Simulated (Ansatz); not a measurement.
## V2CF2 monolayer: the cell at rest

Wanted: the relaxed cell of V2CF2 monolayer.

Main program and level: Ansatz 0.2.0; DFT PBE, scalar-relativistic, plane waves, PAW; PAW set soft_1.

### Step 1. Set-up

The cell holds 5 atoms: 1 C, 2 V and 2 F. Cell: a = 2.900 Å, b = 2.900 Å, c = 20.000 Å, α = 90.0°, β = 90.0°, γ = 120.0°. Vacuum lies along c.

### Step 2. A coarse first look

A quick single point on a coarse mesh tells whether the cell has a gap and how far it is from rest, which sets the k mesh and smearing that follow.

The program solves this slab on a cell height of its own, 33.2 Å, in place of the one typed.

input.yaml reads:

```yaml
crystal:
  lattice:
    - [2.9, 0.0, 0.0]
    - [-1.45, 2.51147, 0.0]
    - [0.0, 0.0, 20.0]
  atoms:
    - { symbol: C, position: [0.0, 0.0, 0.5] }
    - { symbol: V, position: [0.333333, 0.666667, 0.56] }
    - { symbol: V, position: [0.666667, 0.333333, 0.44] }
    - { symbol: F, position: [0.666667, 0.333333, 0.6175] }
    - { symbol: F, position: [0.333333, 0.666667, 0.3825] }
  periodic: [true, true, false]
kpoints:
  mp_grid: { grid: [9, 9, 1] }
hamiltonian:
  xc: pbe
  pseudopotentials: { kind: paw, azcp: { folder: soft_1 } }
scf:
  occupations: { method: gaussian, width: 0.1 }
output:
  forces: true
  stress: true
  eigenvalues: true
```

Command:

```
$ ansatz run input.yaml --threads 4 --pin off --max-ram 16384MiB --backend cpu --events-out ev --progress --plain --runs-dir out
```

Numbers of over 12 decimals in the logs are rounded to 6 here.

The log of the run:

```text
[...]
k-point 0: bands = [... 18 lower, -6.7277, -6.7277, -5.0056, -4.8983, -4.8983, -3.7292, -3.7292, -3.4048, ... 1 higher]
  k-point 1: bands = [... 18 lower, -7.3352, -6.8901, -5.1686, -4.6717, -4.6444, -3.7699, -3.6086, -3.4128, ... 1 higher]
  k-point 2: bands = [... 18 lower, -8.2419, -7.1400, -5.6888, -4.1777, -4.1048, -3.7466, -3.3341, -3.2800, ... 1 higher]
  k-point 11: bands = [... 18 lower, -9.3244, -8.4921, -4.4494, -3.6667, -3.6667, -3.2463, -3.2161, -3.2161, ... 1 higher]
[key lines of the parts left out:]
SCF converged after 9 iterations
Free energy (F): -7694.460057 eV
Fermi energy:    -3.896007 eV
P = ½ c Tr σ = 4.6691 N/m
```

The job ended after 1.9 s (4 threads of Arm Neoverse V2, shared host; peak memory 0.57 GiB; 6.7 s of CPU time).

This run has no spin polarisation, although V can carry a moment.

This step gave:

| Quantity | Value |
| --- | --- |
| gap on the k-mesh | 0 eV |
| area per atom | 1.457 Å² |

The coarse mesh shows no gap.

### Step 3. Rough relaxation

The start is far from rest, so a relaxation with loose tolerances brings it close first.

The program solves this slab on a cell height of its own, 33.2 Å, in place of the one typed.

input.yaml: that of step 2 with these lines changed.

```diff
@@ -23 +23,6 @@
   eigenvalues: true
+relax:
+  adjacent_minimum: "off"
+  f_tol: 0.05
+  max_steps: 80
+  cell: { stress_2d_tol: 0.02 }
```

The log of the run:

```text
[...]
Crystal: 5 atoms, lattice volume = 241.804 Å³
Basis set: ecut = 420 eV, 4707 PW (Γ), exchange–correlation on 40×40×450 points (8 copies of the dense FFT grid, shifted against one another)
Bands: 27, of which v1, the nominal top of the filled ones, is band 22 counted from 1 (21 counted from 0)
Symmetry: 12 space group operations
[...]
cell:  # Å, volume = 256.6167 Å³
    - [2.987501, 0.0, 0]
    - [-1.493751, 2.587252, 0]
    - [0, 0, 33.2]
  atoms:
    - { symbol: C, position: [0, 0, 0.301205] }
    - { symbol: V, position: [0.333333, 0.666667, 0.331866] }
    - { symbol: V, position: [0.666667, 0.333333, 0.270544] }
    - { symbol: F, position: [0.666667, 0.333333, 0.370449] }
    - { symbol: F, position: [0.333333, 0.666667, 0.231961] }
[key lines of the parts left out:]
SCF converged after 7 iterations
Free energy (F): -7695.317693 eV
Fermi energy:    -5.423200 eV
P = ½ c Tr σ = 0.0039 N/m
```

It took 20 s on 4 threads; peak memory 0.61 GiB; 74 s of CPU time.

Step by step:

| step | energy less that of the first step (eV) | largest force component (eV/Å) | volume (Å³) |
| --- | --- | --- | --- |
| 1 | 0.0000 | 3.6419 | 241.80 |
| 2 | -0.5825 | 2.6930 | 245.65 |
| 3 | -0.5047 | 3.4514 | 252.88 |
| 4 | -0.8443 | 0.0187 | 255.58 |
| 5 | -0.8442 | 0.0055 | 255.82 |
| 6 | -0.8442 | 0.0021 | 255.84 |
| 7 | -0.8442 | 0.0005 | 255.89 |
| 8* | -0.8574 | 0.0022 | 255.89 |
| 9 | -0.8572 | 0.0015 | 256.56 |
| 10 | -0.8572 | 0.0001 | 256.62 |
| 11* | -0.8576 | 0.0002 | 256.62 |

Relaxation steps marked * repeat the geometry before them on a plane-wave basis chosen anew for their cell, so energy and pressure can jump there. Relaxation step 3 was tried and not accepted.

Forces are held to the 12 operations that the run works with; a distortion that breaks them can't arise in this run.

| cell as run | before | after | change |
| --- | --- | --- | --- |
| a (Å) | 2.900 | 2.988 | +3.0 % |
| b (Å) | 2.900 | 2.988 | +3.0 % |

The atoms that moved most (Å, along periodic axes as changes of fractional coordinates times the final cell, across vacuum about the mean position):

| atom | dx | dy | dz | length |
| --- | --- | --- | --- | --- |
| V2 | 0.000 | 0.000 | -0.182 | 0.182 |
| V3 | 0.000 | 0.000 | 0.182 | 0.182 |
| F5 | 0.000 | 0.000 | 0.051 | 0.051 |
| F4 | 0.000 | 0.000 | -0.051 | 0.051 |

Final coordinates:

```cif
data_structure
_symmetry_space_group_name_H-M 'P 1'
_symmetry_Int_Tables_number 1
_cell_length_a 2.9875
_cell_length_b 2.9875
_cell_length_c 33.2000
_cell_angle_alpha 90.000
_cell_angle_beta 90.000
_cell_angle_gamma 120.000
_cell_volume 256.62
loop_
_atom_site_label
_atom_site_type_symbol
_atom_site_fract_x
_atom_site_fract_y
_atom_site_fract_z
_atom_site_occupancy
C1 C 0.00000 0.00000 0.30120 1
V2 V 0.33333 0.66667 0.33187 1
V3 V 0.66667 0.33333 0.27054 1
F4 F 0.66667 0.33333 0.37045 1
F5 F 0.33333 0.66667 0.23196 1
```

This step gave:

* area per atom: 1.546 Å²

The relaxation ends with a largest force component of 1.6e-4 eV/Å.

### Step 4. Bringing the structure to rest

Harmonic phonons are second derivatives at a point where the forces vanish, and they are wanted at zero stress, so atoms and cell are relaxed first.

input.yaml reads:

```yaml
crystal:
  lattice:
    - [2.9875012954, 0.0, 0.0]
    - [-1.4937506477, 2.5872520156, 0.0]
    - [0.0, 0.0, 33.2]
  atoms:
    - { symbol: C, position: [0.0, 0.0, 0.3012048193] }
    - { symbol: V, position: [0.3333333333, 0.6666666667, 0.3318655424] }
    - { symbol: V, position: [0.6666666667, 0.3333333333, 0.2705440962] }
    - { symbol: F, position: [0.6666666667, 0.3333333333, 0.3704485529] }
    - { symbol: F, position: [0.3333333333, 0.6666666667, 0.2319610856] }
  periodic: [true, true, false]
kpoints:
  mp_grid: { grid: [15, 15, 1] }
hamiltonian:
  xc: pbe
  pseudopotentials: { kind: paw, azcp: { folder: soft_1 } }
scf:
  occupations: { method: gaussian, width: 0.1 }
output:
  forces: true
  stress: true
  eigenvalues: true
  write_density: true
  write_potential: true
  elf: true
  volumetric_format: npy
relax:
  adjacent_minimum: "off"
  f_tol: 0.005
  max_steps: 80
  cell: { stress_2d_tol: 0.02 }
```

The log of the run:

```text
[...]
Crystal: 5 atoms, lattice volume = 256.617 Å³
Basis set: ecut = 420 eV, 4863 PW (Γ), exchange–correlation on 40×40×450 points (8 copies of the dense FFT grid, shifted against one another)
Bands: 27, of which v1, the nominal top of the filled ones, is band 22 counted from 1 (21 counted from 0)
Symmetry: 12 space group operations
[...]
k-points: 27 of 225
[...]
SCF iter   1: F=—  HF=-7700.324642 eV  |F-HF|=—  |Δ(HF+E_count)|=         —  Δρ=7.43e-2  dr2=2.09e1  ethr=3.10e-3  ⟨swp⟩=13.5  Hψ=5373  notcnv=0
[...]
SCF iter   9: F=-7695.314612 eV  HF=-7695.314612 eV  |F-HF|=9.10e-8  |Δ(HF+E_count)|=   4.80e-7  Δρ=3.63e-6  dr2=2.66e-8  ethr=2.27e-10  ⟨swp⟩=20.9  Hψ=8909  notcnv=0
SCF 1 converged in 9 iterations: F = -7695.314612 eV  dr2 = 2.66e-8
[...]
relax step   1: F+E_penalty+E_count = -7695.31461234 eV  Δ(F+E_penalty+E_count) = +0.000e0 eV  max|allowed force component| = 2.519e-2 eV/Å  Δτ_max = 0.0000 Å  P = -0.028 N/m  Ω = 256.617 Å³  fix = [c, alpha, beta]  reactions: c -0.000 N/m  (9 SCF iters, dr2 threshold 1.00e-7 eV, accepted)
Crystal: 5 atoms, lattice volume = 256.493 Å³
[...]
SCF iter   5: F=-7695.314714 eV  HF=-7695.314714 eV  |F-HF|=6.15e-10  |Δ(HF+E_count)|=   8.39e-9  Δρ=1.22e-6  dr2=5.37e-9  ethr=9.02e-11  ⟨swp⟩=14.6  Hψ=7000  notcnv=0
SCF 2 converged in 5 iterations: F = -7695.314714 eV  dr2 = 5.37e-9
relax step   2: F+E_penalty+E_count = -7695.31471429 eV  Δ(F+E_penalty+E_count) = -1.020e-4 eV  max|allowed force component| = 2.833e-3 eV/Å  Δτ_max = 0.0012 Å  P = -0.006 N/m  Ω = 256.493 Å³  energy of the carried Pulay correction = +7.690e-5 eV  fix = [c, alpha, beta]  reactions: c -0.000 N/m  (5 SCF iters, dr2 threshold 3.97e-8 eV, accepted)
[...]
SCF iter   1: F=—  HF=-7695.314662 eV  |F-HF|=—  |Δ(HF+E_count)|=         —  Δρ=2.30e-6  dr2=1.01e-8  ethr=1.14e-7  ⟨swp⟩=6.6  Hψ=8654  notcnv=0
eigensolver tolerance schedule: the retry pair's looser diagonalisation over-reported the residual by 4959.44 of it (diagonalisation noise at 0.22 of the residual, at the tolerance the schedule requests for it); recorded, not acted on — ethr = c·dr2/N_el stays at c = 1.0e-1
SCF iter   2: F=—  HF=-7695.314647 eV  |F-HF|=—  |Δ(HF+E_count)|=   1.48e-5  Δρ=2.91e-6  dr2=2.66e-8  ethr=2.31e-11  ⟨swp⟩=5.7  Hψ=2819  notcnv=0
[...]
SCF iter   6: F=-7695.314647 eV  HF=-7695.314647 eV  |F-HF|=1.31e-10  |Δ(HF+E_count)|=  1.40e-10  Δρ=1.82e-8  dr2=8.49e-13  ethr=1.00e-12  ⟨swp⟩=10.6  Hψ=4760  notcnv=0
SCF 3 converged in 6 iterations: F = -7695.314647 eV  dr2 = 8.49e-13
relax step   3: F+E_penalty+E_count = -7695.31464734 eV  Δ(F+E_penalty+E_count) = +6.696e-5 eV  max|allowed force component| = 2.842e-3 eV/Å  Δτ_max = 0.0000 Å  P = -0.009 N/m  Ω = 256.493 Å³  fix = [c, alpha, beta]  reactions: c -0.000 N/m  stress off target by 8.54e-3 N/m on what of the cell is left free  SCF on the basis re-selected at this cell (its energy is not comparable with the rows above)  (6 SCF iters)
basis re-selected at this cell: Δ(F+E_penalty+E_count) = +6.696e-5 eV, ΔP = -0.002 N/m vs the last step (what re-selecting the basis moved, of the pressure what is left beyond the Pulay correction that the steps carried, after the strain that the cell walked since its last selection, with what the two solves' SCF thresholds leave and, on support functions, any second-order correction that the steps lacked; it is no m [...]
WARN: The output density's exchange-correlation potential varies sharply where the density is thin. Do not read a vacuum level from v_tot or v_xc, or from such a field of the output density. On a cell that repeats whose density bears no net charge and no dipole along the vacuum's axis use v_es (v_loc + v_h of the components); under efield.dipole_correction with no amplitude use v_es + v_field, which holds any externa [...]
SCF converged after 6 iterations
Free energy (F): -7695.314647 eV
[...]
Internal energy: -7695.304297 eV  (E = F + TS)
E sigma→0 (E₀):  -7695.309472 eV
Entropy (-TS):   -0.010350 eV (-2.070 meV/atom)
Fermi energy:    -5.331184 eV
[...]
--- Forces (eV/Å), atoms counted from 1 ---
  atom   1  C     -0.00000000     0.00000000     0.00000000
  atom   2  V     -0.00000000    -0.00000000     0.00243133
  atom   3  V      0.00000000     0.00000000    -0.00243133
  atom   4  F      0.00000000     0.00000000    -0.00284246
  atom   5  F      0.00000000    -0.00000000     0.00284246
  max |Σ_I F_I| component: 6.01e-17 eV/Å
--- 2D stress c σ (N/m, compression-positive) ---
       -0.008544       0.000000       0.000000
        0.000000      -0.008544      -0.000000
        0.000000      -0.000000      -0.000000
  P = ½ c Tr σ = -0.0085 N/m
--- Band table (eV; the first three rows and the last of 27) ---
  k-point 0: bands = [... 18 lower, -9.0251, -9.0251, -6.6459, -6.6459, -5.7836, -4.7728, -4.7728, -4.5194, ... 1 higher]
  k-point 1: bands = [... 18 lower, -9.1852, -9.0748, -6.6871, -6.5648, -5.7689, -4.8073, -4.7602, -4.5268, ... 1 higher]
  k-point 2: bands = [... 18 lower, -9.4809, -9.1904, -6.8418, -6.3459, -5.6981, -4.8585, -4.7196, -4.5276, ... 1 higher]
  k-point 26: bands = [... 18 lower, -10.5069, -9.3780, -5.9733, -5.6291, -5.6291, -4.3834, -4.3834, -4.0356, ... 1 higher]
--- Relaxed structure (2 steps of the walk, 2 accepted, 1 SCFs on fresh bases) ---
[...]
cell:  # Å, volume = 256.4925 Å³
    - [2.986778, 0, 0]
    - [-1.493389, 2.586626, 0]
    - [0, 0, 33.2]
  atoms:
    - { symbol: C, position: [0, 0, 0.30120481928] }
    - { symbol: V, position: [0.333333, 0.666667, 0.331897] }
    - { symbol: V, position: [0.666667, 0.333333, 0.270513] }
    - { symbol: F, position: [0.666667, 0.333333, 0.370484] }
    - { symbol: F, position: [0.333333, 0.666667, 0.231926] }
```

It took 12 s on 4 threads; peak memory 0.65 GiB.

Little changed from the start: no atom moved by 0.005 Å and no cell edge by 0.1 %.

Numbers from this step:

```
area per atom : 1.545 Å²
```

Electrostatic potential energy in the ac plane at fractional y = 0.333, with atoms of V and F within 0.2 Å of it. With pseudopotentials it is smooth inside the atoms' cores, unlike the true potential.

Values in eV, 24 rows by 15 columns, each cell a mean:
```
  0   0   0   0   0   0   0   0   0   0   0   0   0   0   0
  0   0   0   0   0   0   0   0   0   0   0   0   0   0   0
  0   0   0   0   0   0   0   0   0   0   0   0   0   0   0
  0   0   0   0   0   0   0   0   0   0   0   0   0   0   0
  0   0   0   0   0   0   0   0   0   0   0   0   0   0   0
  0   0   0   0   0   0   0   0   0   0   0   0   0   0   0
  0   0   0   0   0   0   0   0   0   0   0   0   0   0   0
  0   0   0   0   0   0   0   0   0   0   0   0   0   0   0
  0   0   0   0   0   0   0   0   0   0   0   0   0   0   0
  0   0   0   0   0   0   0   0   0   0   0   0   0   0   0
  0   0   0   0   0   0   0   0   0   0   0   0   0   0   0
  0   0   0   0   0   0   0   0   0   0   0   0   0   0   0
  0   0   0   0   0   0   0   0   0   0   0   0   0   0   0
  0   0   0   0   0   0   0   0   0   0   0   0   0   0   0
 -1  -1  -1  -1  -1  -1  -2  -7 -12 -15 -15 -15 -12  -7  -2
-10 -12 -14 -14 -12 -10  -8 -13 -18 -20 -20 -20 -18 -13  -8
-10 -13 -15 -15 -13 -10  -9 -10 -11 -12 -13 -12 -11 -10  -9
-12  -8  -6  -6  -8 -12 -25 -31 -33 -33 -33 -33 -33 -31 -25
 -3  -3  -3  -3  -3  -3  -4  -5  -7  -8  -8  -8  -7  -5  -4
  0   0   0   0   0   0   0   0   0   0   0   0   0   0   0
  0   0   0   0   0   0   0   0   0   0   0   0   0   0   0
  0   0   0   0   0   0   0   0   0   0   0   0   0   0   0
  0   0   0   0   0   0   0   0   0   0   0   0   0   0   0
  0   0   0   0   0   0   0   0   0   0   0   0   0   0   0
```
Columns run along a (3.0 Å; values clipped at the 3rd and 97th percentile), rows up along c (33.2 Å). Atoms in or near the plane, at fractional coordinates: V at (0.67, 0.27), F at (0.67, 0.37).

ELF in the ac plane at fractional y = 0.333, with atoms of V and F within 0.2 Å of it. It is the smooth field of the valence electrons, not physical close to the nuclei.

Ten even steps from '_' (0.00) to '@' (0.68), each cell a mean:
```
______________________________
______________________________
______________________________
______________________________
______________________________
______________________________
______________________________
______________________________
______________________________
______________________________
______________________________
______________________________
______________________________
______________________________
--________--**%%@@@@@@@@@@%%**
::........::==**##########**==
++********++==--------------==
::--====--::--**%%@@@@@@%%**--
==**####**==::..____..____..::
______________________________
______________________________
______________________________
______________________________
______________________________
```
Columns run along a (3.0 Å), rows up along c (33.2 Å). Atoms in or near the plane, at fractional coordinates: V at (0.67, 0.27), F at (0.67, 0.37).

Valence density in the ac plane at fractional y = 0.333, with atoms of V and F within 0.2 Å of it. It is the smooth field of the valence electrons, not physical close to the nuclei.

Ten steps, logarithmic in the rise over the least value, from '0' (0.00 × 1e0 e/Å³) to '9' (9.95 × 1e0 e/Å³), each cell a mean:
```
000000000000000
000000000000000
000000000000000
000000000000000
000000000000000
000000000000000
000000000000000
000000000000000
000000000000000
000000000000000
000000000000000
000000000000000
000000000000000
000000000000000
100001245777542
223322346787643
344443333443333
322223468999864
223322111121111
000000000000000
000000000000000
000000000000000
000000000000000
000000000000000
```
Columns run along a (3.0 Å), rows up along c (33.2 Å). Atoms in or near the plane, at fractional coordinates: V at (0.67, 0.27), F at (0.67, 0.37).

(Part 1 of 2 ends here.)

[Logs are printed without paths, hosts, clocks, repeated set-up lines and the standing remarks that a program may print on its own settings, such as how far it seeks lower states.]

[Hosts, paths, dates, database ids (printed as entryN), source tags and the programs' standing remarks are cut or masked in the printed files.]
